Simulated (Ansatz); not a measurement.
# 4-layer 1T-SnS2 (AA) in a perpendicular field, part 2 of 3

Wanted: the out-of-plane response of the 4-layer 1T-SnS2 (AA). A positive field points along +c.

Ansatz 0.2.0; plane-wave DFT, PBEsol-D3(BJ), Ansatz PAW (the session's first sound run).

So far. Step 2 (Relaxing the slab): The lattice constant a goes from 3.700 to 3.624 Å.

## 3. Atoms held, field 0

A sawtooth potential applies the field, turning back in the middle of the vacuum. With the dipole correction the typed value is the field outside the slab. The induced dipole is small, so the SCF threshold is tight.

The cell differs from the one that the last finished run ended in (c 63.561 → 37.688 Å).

input.yaml

```yaml
crystal:
  lattice:
    - [3.6241024595, 0.0, 0.0]
    - [-1.8120512297, 3.1385647958, 0.0]
    - [0.0, 0.0, 37.6880243986]
  atoms:
    - { symbol: S, position: [0.6666666667, 0.3333333333, 0.2388026474] }
    - { symbol: Sn, position: [0.0, 0.0, 0.2780118141] }
    - { symbol: S, position: [0.3333333333, 0.6666666667, 0.3171915584] }
    - { symbol: S, position: [0.6666666667, 0.3333333333, 0.3868085451] }
    - { symbol: Sn, position: [0.0, 0.0, 0.4259432977] }
    - { symbol: S, position: [0.3333333333, 0.6666666667, 0.4650742699] }
    - { symbol: S, position: [0.6666666667, 0.3333333333, 0.5349257301] }
    - { symbol: Sn, position: [0.0, 0.0, 0.5740567023] }
    - { symbol: S, position: [0.3333333333, 0.6666666667, 0.6131914549] }
    - { symbol: S, position: [0.6666666667, 0.3333333333, 0.6828084416] }
    - { symbol: Sn, position: [0.0, 0.0, 0.7219881859] }
    - { symbol: S, position: [0.3333333333, 0.6666666667, 0.7611973526] }
kpoints:
  mp_grid: { grid: [18, 18, 1] }
  band_path:
    path: [[0, 0, 0], [0.5, 0, 0], [0.33333333, 0.33333333, 0], [0, 0, 0]]
    npoints: 16
hamiltonian:
  xc: pbesol
  dispersion: d3bj
scf:
  occupations: { method: fermi_dirac, width: 0.02585 }
  convergence: { dr2_threshold: 1.0e-10 }
efield:
  axis: 3
  dipole_correction: true
  ramp_position: 0.97
  ramp_width: 0.06
  amplitude: 0
output:
  dos: { projected: true, e_range: [-6, 5] }
  bader: true
  write_potential: true
  write_density: true
  volumetric_format: npy
  elf: true
```

Launch:

```console
> ansatz run input.yaml --threads 4 --pin off --max-ram 12288MiB --backend cpu --events-out ev --progress --plain --runs-dir out
```

Numbers of over 12 decimals in the logs are rounded to 6 here.

What it wrote:

```text
[...]
Crystal: 12 atoms, lattice volume = 428.682 Å³
Basis set: ecut = 420 eV, 8273 PW (Γ)
Bands: 64, of which v1, the nominal top of the filled ones, is band 52 counted from 1 (51 counted from 0)
Symmetry: 6 space group operations
k-points: 37 of 324 (time reversal used)
[...]
SCF iter   1: F=—  HF=-30886.505473 eV  |F-HF|=—  |Δ(HF+E_count)|=         —  Δρ=3.97e-3  dr2=1.16e-1  ethr=1.77e-3  p=0.000 e·Å  D=5.91e-14 V/Å  ΔV_dip=-0.00 eV  dr2_dipole=8.73e-9  V_vac-E_F(+/−)=5.76/5.76 eV  ⟨swp⟩=12.0  Hψ=13297  notcnv=0  defer=35
efield: sawtooth ramp at fractional position 0.9700 (set: `efield.ramp_position`, or a place that a band, a saddle search or an elastic batch's reference lends), width 0.0600; the density the first Hamiltonian is built on has a dipole p = 0.000 e·Å; the dipole correction subtracts the counter field D = 5.91e-14 V/Å, which shifts the + side's vacuum level by -0.00 eV against the − side's; the planar-averaged density in the ramp window peaks in size at 1.1e-5 e/Å³
[...]
SCF iter   2: F=—  HF=-30886.470366 eV  |F-HF|=—  |Δ(HF+E_count)|=   3.51e-2  Δρ=1.39e-3  dr2=1.54e-2  ethr=1.12e-4  p=0.000 e·Å  D=1.85e-5 V/Å  ΔV_dip=-0.00 eV  dr2_dipole=3.59e-8  V_vac-E_F(+/−)=5.80/5.80 eV  ⟨swp⟩=2.6  Hψ=3769  notcnv=0  defer=276
[...]
SCF iter  14: F=-30886.468612 eV  HF=-30886.468612 eV  |F-HF|=1.09e-11  |Δ(HF+E_count)|=  3.64e-11  Δρ=2.92e-8  dr2=1.30e-11  ethr=1.00e-12  p=0.000 e·Å  D=5.74e-9 V/Å  ΔV_dip=-0.00 eV  dr2_dipole=3.94e-14  V_vac-E_F(+/−)=5.81/5.81 eV  ⟨swp⟩=2.0  Hψ=3634  notcnv=0
SCF 1 converged in 14 iterations: F = -30886.468612 eV  dr2 = 1.30e-11
[...]
NSCF: frozen V_eff on 49 k-points
efield: sawtooth ramp at fractional position 0.9700 (kept from the solve that this one continues, or follows in the run), width 0.0600; the density the first Hamiltonian is built on has a dipole p = 0.000 e·Å; the dipole correction subtracts the counter field D = 5.74e-9 V/Å, which shifts the + side's vacuum level by -0.00 eV against the − side's; the planar-averaged density in the ramp window peaks in size at 5.6e-8 e/Å³
[...]
SCF converged after 14 iterations
Free energy (F): -30886.468612 eV
[...]
Internal energy: -30886.468612 eV  (E = F + TS)
E sigma→0 (E₀):  -30886.468612 eV
Fermi energy:    2.453673 eV
Dipole field:    D = -0.000000 V/Å  (p = -0.000000 e·Å, saw-weighted, corrected)
Work function:   Φ+ = 5.8079 eV   Φ− = 5.8078 eV
Levels:          The Fermi level and band energies are counted from a zero that moves with the ramp; work functions are not
[...]
--- Band table (eV; the first three rows and the last of 37) ---
  k-point 0: bands = [... 48 lower, 1.4627, 1.5009, 1.5009, 1.6827, 3.7137, 4.1002, 4.5581, 4.9003, ... 8 higher]
  k-point 1: bands = [... 48 lower, 1.4206, 1.5046, 1.5467, 1.7453, 3.9498, 4.2571, 4.6234, 4.8774, ... 8 higher]
  k-point 2: bands = [... 48 lower, 1.4521, 1.5536, 1.6085, 1.8006, 4.3864, 4.5042, 4.6477, 4.7781, ... 8 higher]
  k-point 36: bands = [... 48 lower, 1.0253, 1.0253, 1.4032, 1.4032, 3.5018, 3.8932, 4.3872, 4.7881, ... 8 higher]
--- Bader charges: 12 sites ---
  site symbol  charge [e]  shift [e]
     0      S     -0.7622     0.0005
     1     Sn      1.5171     0.0011
     2      S     -0.7555     0.0006
     3      S     -0.7542     0.0006
     4     Sn      1.5098     0.0011
     5      S     -0.7551     0.0006
     6      S     -0.7550     0.0006
     7     Sn      1.5098     0.0011
     8      S     -0.7542     0.0006
     9      S     -0.7555     0.0006
    10     Sn      1.5171     0.0011
    11      S     -0.7621     0.0005
  estimated error of the sums over rays = 7.0e-4 e
```

Elapsed: 88 s, on 4 threads of Arm Neoverse V1, shared host; peak memory 1.7 GiB; 5.8 min of CPU time.

This step gave:

```
gap on the k-mesh                  : 1.218 eV
dipole along the normal            : -4.18e-7 e·Å
gap along the path                 : 1.207 eV
smallest direct gap along the path : 1.598 eV
ionisation energy, upper face      : 6.421 eV
electron affinity, upper face      : 5.214 eV
gap, the smaller of path and mesh  : 1.207 eV
```

Running mean over a fixed 2.5 Å (it still follows the layers) of the planar mean; the ramp of the sawtooth is left out. The electron's electrostatic potential energy less the Fermi level by z:

| z (Å) | electron's electrostatic potential energy less the Fermi level (eV) |
| --- | --- |
| 4 | 5.81 |
| 5 | 5.81 |
| 6 | 5.79 |
| 7 | 5.30 |
| 8 | 1.62 |
| 9 | -2.59 |
| 10 | -4.39 |
| 11 | -4.38 |
| 12 | -2.54 |
| 13 | 0.174 |
| 14 | -0.762 |
| 15 | -3.68 |
| 16 | -4.52 |
| 17 | -3.89 |
| 18 | -1.11 |
| 19 | 0.284 |
| 20 | -2.19 |
| 21 | -4.32 |
| 22 | -4.47 |
| 23 | -2.98 |
| 24 | -0.00907 |
| 25 | -0.323 |
| 26 | -3.34 |
| 27 | -4.48 |
| 28 | -4.10 |
| 29 | -1.47 |
| 30 | 3.05 |
| 31 | 5.62 |
| 32 | 5.80 |
| 33 | 5.81 |
| 34 | 5.81 |

The density of states has structure finer than the step of the table below, so its rows give means over 0.25 eV, whole bins alone (the curve runs from -6 to 2.57 eV). Peaks (eV: height): -3.550: 14.1, -2.000: 12.7, -1.810: 14.7, -1.640: 12.8, -1.480: 21.0, -1.370: 16.8, -1.090: 26.9.

The density of states by energy, zero at the Fermi level of the run, which the smearing sets inside the gap; means over each step:

energy (eV), density of states (states/eV a cell) and a bar:
```
    -5.75        2.1 ####
    -5.50        3.7 #######
    -5.25        5.7 ###########
    -5.00        6.2 ############
    -4.75        5.4 ##########
    -4.50        4.5 #########
    -4.25        6.2 ############
    -4.00        6.6 ############
    -3.75        7.8 ###############
    -3.50        9.4 ##################
    -3.25        9.1 #################
    -3.00        8.4 ################
    -2.75        6.8 #############
    -2.50        7.1 #############
    -2.25        6.9 #############
    -2.00       10.1 ###################
    -1.75       10.6 ####################
    -1.50       13.9 ##########################
    -1.25       12.9 ########################
    -1.00       15.9 ##############################
    -0.75        3.6 #######
    -0.50        0.1 
    -0.25        0.0 
     0.00        0.0 
     0.25        0.0 
     0.50        0.1 
     0.75        1.6 ###
     1.00        3.2 ######
     1.25        5.4 ##########
     1.50        6.1 ###########
     1.75        5.6 ###########
     2.00        6.5 ############
     2.25        3.4 ######
```

Projected DOS per atom over height of the atomic layer and energy from the Fermi level. Layers: S Sn S S Sn S S Sn S S Sn S from below.

Values in states/eV, 22 rows by 12 columns, each cell a mean:
```
0.05 0.08 0.06 0.09 0.14 0.09 0.09 0.14 0.09 0.06 0.08 0.05
0.43 0.61 0.44 0.38 0.54 0.38 0.38 0.54 0.38 0.44 0.61 0.43
0.44 0.59 0.43 0.38 0.54 0.38 0.38 0.54 0.38 0.43 0.59 0.44
0.34 0.44 0.33 0.41 0.53 0.41 0.41 0.53 0.41 0.33 0.44 0.34
0.17 0.22 0.16 0.15 0.20 0.15 0.15 0.20 0.15 0.16 0.22 0.17
0.01 0.02 0.01 0.01 0.01 0.01 0.01 0.01 0.01 0.01 0.02 0.01
0.00 0.00 0.00 0.00 0.00 0.00 0.00 0.00 0.00 0.00 0.00 0.00
0.00 0.00 0.00 0.00 0.00 0.00 0.00 0.00 0.00 0.00 0.00 0.00
0.21 0.01 0.29 0.45 0.01 0.47 0.47 0.01 0.45 0.29 0.01 0.21
1.62 0.07 1.78 1.87 0.07 1.84 1.84 0.07 1.87 1.78 0.07 1.62
1.83 0.12 1.84 1.25 0.16 1.19 1.19 0.16 1.25 1.84 0.12 1.83
1.42 0.18 1.09 1.04 0.20 1.22 1.22 0.20 1.04 1.09 0.18 1.42
0.85 0.18 0.59 0.82 0.17 0.75 0.75 0.17 0.82 0.59 0.18 0.85
0.75 0.26 0.59 0.83 0.27 0.76 0.76 0.27 0.83 0.59 0.26 0.75
0.92 0.45 0.87 0.76 0.40 0.84 0.84 0.40 0.76 0.87 0.45 0.92
0.87 0.52 0.94 0.88 0.48 0.84 0.84 0.48 0.88 0.94 0.52 0.87
0.60 0.41 0.70 0.76 0.44 0.77 0.77 0.44 0.76 0.70 0.41 0.60
0.49 0.37 0.55 0.57 0.38 0.57 0.57 0.38 0.57 0.55 0.37 0.49
0.39 0.34 0.46 0.44 0.34 0.45 0.45 0.34 0.44 0.46 0.34 0.39
0.51 0.50 0.59 0.51 0.43 0.50 0.50 0.43 0.51 0.59 0.50 0.51
0.30 0.31 0.36 0.42 0.36 0.41 0.41 0.36 0.42 0.36 0.31 0.30
0.15 0.12 0.15 0.18 0.17 0.20 0.20 0.17 0.18 0.15 0.12 0.15
```
Columns: height of the atomic layer (Å) from 9 to 28.7 (not evenly spaced); rows upwards: energy from the Fermi level (eV) from -5.96 to 2.59.

Electronic bands along the path, in eV, zero at the Fermi level of the run, which the smearing sets inside the gap:

| point | band 49 | band 50 | band 51 | band 52 | band 53 | band 54 | band 55 | band 56 |
| --- | --- | --- | --- | --- | --- | --- | --- | --- |
| Γ | -0.99 | -0.95 | -0.95 | -0.77 | 1.26 | 1.65 | 2.10 | 2.45 |
| halfway | -1.11 | -0.95 | -0.86 | -0.81 | 1.28 | 1.54 | 1.83 | 2.02 |
| M | -1.44 | -1.35 | -1.15 | -1.01 | 0.60 | 0.70 | 0.75 | 0.98 |
| halfway | -1.51 | -1.43 | -1.16 | -1.06 | 1.25 | 1.39 | 1.50 | 1.61 |
| K | -1.43 | -1.43 | -1.05 | -1.05 | 1.05 | 1.44 | 1.93 | 2.33 |
| halfway | -1.51 | -1.06 | -0.84 | -0.82 | 1.95 | 1.96 | 2.00 | 2.01 |
| Γ | -0.99 | -0.95 | -0.95 | -0.77 | 1.26 | 1.65 | 2.10 | 2.45 |

Valence density in the ca plane at fractional y = 0.000, with atoms of Sn within 0.2 Å of it. It is the smooth field of the valence electrons, not physical close to the nuclei.

Values in units of 1e0 e/Å³, 5 rows by 16 columns, each cell a mean:
```
0.0 0.0 0.0 0.0 0.0 0.0 0.0 0.1 3.1 3.2 0.1 0.0 0.0 0.4 5.2 0.9
0.0 0.0 0.0 0.0 0.0 0.0 0.1 0.2 0.3 0.3 0.3 0.1 0.1 0.3 0.4 0.3
0.0 0.0 0.0 0.0 0.0 0.0 0.1 0.3 0.2 0.2 0.3 0.1 0.2 0.3 0.2 0.3
0.0 0.0 0.0 0.0 0.0 0.0 0.1 0.2 0.5 0.5 0.2 0.1 0.1 0.3 0.7 0.3
0.0 0.0 0.0 0.0 0.0 0.0 0.0 0.1 4.6 4.8 0.1 0.0 0.0 0.5 7.9 1.2
```
Columns run along c (16.0 Å, from fractional 0.05 to 0.47 of the cell), rows up along a (3.6 Å). Atoms in or near the plane, at fractional coordinates: Sn at (0.28, 0.00), Sn at (0.43, 0.00).

ELF in the ca plane at fractional y = 0.000, with atoms of Sn within 0.2 Å of it. It is the smooth field of the valence electrons, not physical close to the nuclei.

Values, 5 rows by 16 columns, each cell a mean:
```
0.00 0.00 0.00 0.00 0.00 0.01 0.05 0.19 0.18 0.17 0.19 0.03 0.08 0.24 0.11 0.24
0.00 0.00 0.00 0.00 0.00 0.06 0.40 0.60 0.33 0.32 0.59 0.20 0.40 0.53 0.25 0.47
0.00 0.00 0.00 0.00 0.00 0.12 0.60 0.73 0.36 0.35 0.72 0.29 0.55 0.65 0.21 0.57
0.00 0.00 0.00 0.00 0.00 0.04 0.28 0.49 0.30 0.29 0.48 0.15 0.30 0.44 0.25 0.40
0.00 0.00 0.00 0.00 0.00 0.00 0.02 0.15 0.14 0.14 0.15 0.02 0.05 0.22 0.05 0.21
```
Columns run along c (16.0 Å, from fractional 0.05 to 0.47 of the cell), rows up along a (3.6 Å). Atoms in or near the plane, at fractional coordinates: Sn at (0.28, 0.00), Sn at (0.43, 0.00).

Electrostatic potential energy in the ca plane at fractional y = 0.000, with atoms of Sn within 0.2 Å of it. With pseudopotentials it is smooth inside the atoms' cores, unlike the true potential.

Values in units of 1e0 eV, 5 rows by 16 columns, each cell a mean:
```
 8.3  8.3  8.3  8.3  8.2  8.2  7.5  3.0 -7.0 -6.8  2.7  7.3  6.6 -4.6 -1.9 -7.0
 8.3  8.3  8.3  8.3  8.3  8.2  7.0  3.2 -2.1 -2.2  3.1  6.7  5.4  1.7 -4.3  0.7
 8.3  8.3  8.3  8.3  8.3  8.2  6.5  1.4  3.2  3.2  1.3  6.1  4.1  1.7  3.4  2.3
 8.3  8.3  8.3  8.3  8.3  8.2  7.2  3.7 -5.9 -6.1  3.6  6.9  6.0  0.8 -8.8 -1.5
 8.3  8.3  8.3  8.3  8.2  8.2  7.5  2.4 -4.1 -3.8  2.1  7.3  6.6 -5.9  4.1 -7.0
```
Columns run along c (16.0 Å, from fractional 0.05 to 0.47 of the cell; values clipped at the 3rd and 97th percentile), rows up along a (3.6 Å). Atoms in or near the plane, at fractional coordinates: Sn at (0.28, 0.00), Sn at (0.43, 0.00).

The gap is 1.21 eV, with the valence edge 6.42 eV and the conduction edge 5.21 eV under the upper vacuum level.

## 4. Atoms held, field 0.05 V/Å

input.yaml: that of step 3 with these lines changed.

```diff
@@ -34,6 +34,4 @@
   ramp_width: 0.06
-  amplitude: 0
+  amplitude: 0.05
 output:
-  dos: { projected: true, e_range: [-6, 5] }
-  bader: true
   write_potential: true
@@ -41,2 +39 @@
   volumetric_format: npy
-  elf: true
```

What it wrote:

```text
[...]
Crystal: 12 atoms, lattice volume = 428.682 Å³
Basis set: ecut = 420 eV, 8273 PW (Γ)
Bands: 64, of which v1, the nominal top of the filled ones, is band 52 counted from 1 (51 counted from 0)
Symmetry: 6 space group operations
k-points: 37 of 324 (time reversal used)
[...]
k-point 0: bands = [... 48 lower, 1.4528, 1.5221, 1.5221, 1.6839, 3.7108, 4.1009, 4.5579, 4.9021, ... 8 higher]
  k-point 1: bands = [... 48 lower, 1.4173, 1.4951, 1.5666, 1.7467, 3.9462, 4.2581, 4.6231, 4.8800, ... 8 higher]
  k-point 2: bands = [... 48 lower, 1.4497, 1.5462, 1.6247, 1.8020, 4.3782, 4.5060, 4.6478, 4.7841, ... 8 higher]
  k-point 36: bands = [... 48 lower, 1.0220, 1.0275, 1.4006, 1.4104, 3.4997, 3.8933, 4.3868, 4.7903, ... 8 higher]
[key lines of the parts left out:]
SCF converged after 16 iterations
Free energy (F): -30886.470152 eV
Fermi energy:    2.450118 eV
Dipole field:    D = 0.025998 V/Å  (p = 0.061590 e·Å, saw-weighted, corrected)
```

Run time: 70 s. Hardware: 4 threads; peak memory 1.5 GiB.

The dipole is 0.0616 e·Å, and the gap 1.195 eV.

## 5. Atoms held, field -0.05 V/Å

input.yaml: that of step 4 with these lines changed.

```diff
@@ -34,3 +34,3 @@
   ramp_width: 0.06
-  amplitude: 0.05
+  amplitude: -0.05
 output:
```

What it wrote:

```text
[...]
Crystal: 12 atoms, lattice volume = 428.682 Å³
Basis set: ecut = 420 eV, 8273 PW (Γ)
Bands: 64, of which v1, the nominal top of the filled ones, is band 52 counted from 1 (51 counted from 0)
Symmetry: 6 space group operations
k-points: 37 of 324 (time reversal used)
[...]
k-point 0: bands = [... 48 lower, 1.4528, 1.5221, 1.5221, 1.6839, 3.7108, 4.1009, 4.5579, 4.9021, ... 8 higher]
  k-point 1: bands = [... 48 lower, 1.4173, 1.4951, 1.5666, 1.7467, 3.9462, 4.2581, 4.6231, 4.8800, ... 8 higher]
  k-point 2: bands = [... 48 lower, 1.4497, 1.5462, 1.6247, 1.8020, 4.3782, 4.5060, 4.6478, 4.7841, ... 8 higher]
  k-point 36: bands = [... 48 lower, 1.0220, 1.0275, 1.4006, 1.4104, 3.4997, 3.8933, 4.3868, 4.7903, ... 8 higher]
[key lines of the parts left out:]
SCF converged after 16 iterations
Free energy (F): -30886.470152 eV
Fermi energy:    2.450117 eV
Dipole field:    D = -0.025999 V/Å  (p = -0.061594 e·Å, saw-weighted, corrected)
```

Wall time 69 s (4 threads); peak memory 1.5 GiB.

The dipole is -0.0616 e·Å, and the gap 1.195 eV.

## 6. Single point, field 0.1 V/Å

input.yaml: that of step 5 with these lines changed.

```diff
@@ -34,3 +34,3 @@
   ramp_width: 0.06
-  amplitude: -0.05
+  amplitude: 0.1
 output:
```

What it wrote:

```text
[...]
Crystal: 12 atoms, lattice volume = 428.682 Å³
Basis set: ecut = 420 eV, 8273 PW (Γ)
Bands: 64, of which v1, the nominal top of the filled ones, is band 52 counted from 1 (51 counted from 0)
Symmetry: 6 space group operations
k-points: 37 of 324 (time reversal used)
[...]
k-point 0: bands = [... 48 lower, 1.4484, 1.5599, 1.5599, 1.6874, 3.7025, 4.1029, 4.5574, 4.9075, ... 8 higher]
  k-point 1: bands = [... 48 lower, 1.4198, 1.4893, 1.6034, 1.7508, 3.9357, 4.2606, 4.6222, 4.8878, ... 8 higher]
  k-point 2: bands = [... 48 lower, 1.4412, 1.5390, 1.6580, 1.8065, 4.3564, 4.5088, 4.6493, 4.8006, ... 8 higher]
  k-point 36: bands = [... 48 lower, 1.0179, 1.0288, 1.4025, 1.4221, 3.4934, 3.8934, 4.3855, 4.7970, ... 8 higher]
[key lines of the parts left out:]
SCF converged after 16 iterations
Free energy (F): -30886.474771 eV
Fermi energy:    2.441203 eV
Dipole field:    D = 0.052000 V/Å  (p = 0.123191 e·Å, saw-weighted, corrected)
```

Wall time 70 s (4 threads); peak memory 1.5 GiB; 4.6 min of CPU time.

The dipole is 0.123 e·Å, and the gap 1.160 eV.

## 7. Atoms held, field 0.2 V/Å

input.yaml: that of step 6 with these lines changed.

```diff
@@ -34,3 +34,3 @@
   ramp_width: 0.06
-  amplitude: 0.1
+  amplitude: 0.2
 output:
```

What it wrote:

```text
[...]
Crystal: 12 atoms, lattice volume = 428.682 Å³
Basis set: ecut = 420 eV, 8273 PW (Γ)
Bands: 64, of which v1, the nominal top of the filled ones, is band 52 counted from 1 (51 counted from 0)
Symmetry: 6 space group operations
k-points: 37 of 324 (time reversal used)
[...]
k-point 0: bands = [... 48 lower, 1.4671, 1.6468, 1.6468, 1.7011, 3.6709, 4.1090, 4.5562, 4.9278, ... 8 higher]
  k-point 1: bands = [... 48 lower, 1.4969, 1.5046, 1.6889, 1.7668, 3.8971, 4.2676, 4.6206, 4.9169, ... 8 higher]
  k-point 2: bands = [... 48 lower, 1.4103, 1.5482, 1.7392, 1.8236, 4.2900, 4.5032, 4.6622, 4.8558, ... 8 higher]
  k-point 36: bands = [... 48 lower, 1.0075, 1.0296, 1.4191, 1.4573, 3.4692, 3.8930, 4.3814, 4.8224, ... 8 higher]
[key lines of the parts left out:]
SCF converged after 17 iterations
Free energy (F): -30886.493252 eV
Fermi energy:    2.418159 eV
Dipole field:    D = 0.104021 V/Å  (p = 0.246430 e·Å, saw-weighted, corrected)
```

Elapsed: 74 s, on 4 threads; peak memory 1.5 GiB.

The dipole is 0.246 e·Å, and the gap 1.056 eV.

## 8. Atoms held, field 0.3 V/Å

input.yaml: that of step 7 with these lines changed.

```diff
@@ -34,4 +34,6 @@
   ramp_width: 0.06
-  amplitude: 0.2
+  amplitude: 0.3
 output:
+  dos: { projected: true, e_range: [-6, 5] }
+  bader: true
   write_potential: true
@@ -39 +41,2 @@
   volumetric_format: npy
+  elf: true
```

What it wrote:

```text
[...]
Crystal: 12 atoms, lattice volume = 428.682 Å³
Basis set: ecut = 420 eV, 8273 PW (Γ)
Bands: 64, of which v1, the nominal top of the filled ones, is band 52 counted from 1 (51 counted from 0)
Symmetry: 6 space group operations
k-points: 37 of 324 (time reversal used)
[...]
0      S     -0.7787     0.0005
     1     Sn      1.5162     0.0011
     2      S     -0.7484     0.0006
     3      S     -0.7612     0.0006
     4     Sn      1.5095     0.0011
     5      S     -0.7476     0.0006
     6      S     -0.7622     0.0006
     7     Sn      1.5095     0.0011
     8      S     -0.7469     0.0006
     9      S     -0.7625     0.0005
    10     Sn      1.5176     0.0011
    11      S     -0.7455     0.0006
  estimated error of the sums over rays = 7.0e-4 e
[key lines of the parts left out:]
SCF converged after 16 iterations
Free energy (F): -30886.524060 eV
Fermi energy:    2.396557 eV
Dipole field:    D = 0.156076 V/Å  (p = 0.369752 e·Å, saw-weighted, corrected)
```

Run time: 95 s. Hardware: 4 threads; peak memory 1.7 GiB.

The dipole is 0.370 e·Å, and the gap 0.931 eV.

[end of part 2 of 3]

[Logs are printed without paths, hosts, clocks, repeated set-up lines and the standing remarks that a program may print on its own settings, such as how far it seeks lower states.]

[Hosts, paths, dates, database ids (printed as entryN), source tags and the programs' standing remarks are cut or masked in the printed files.]

[Maps of the electrostatic potential energy from Ansatz leave out the sawtooth potential of an applied field or a dipole correction, so their vacuum need not be flat; planar profiles and work functions include it.]
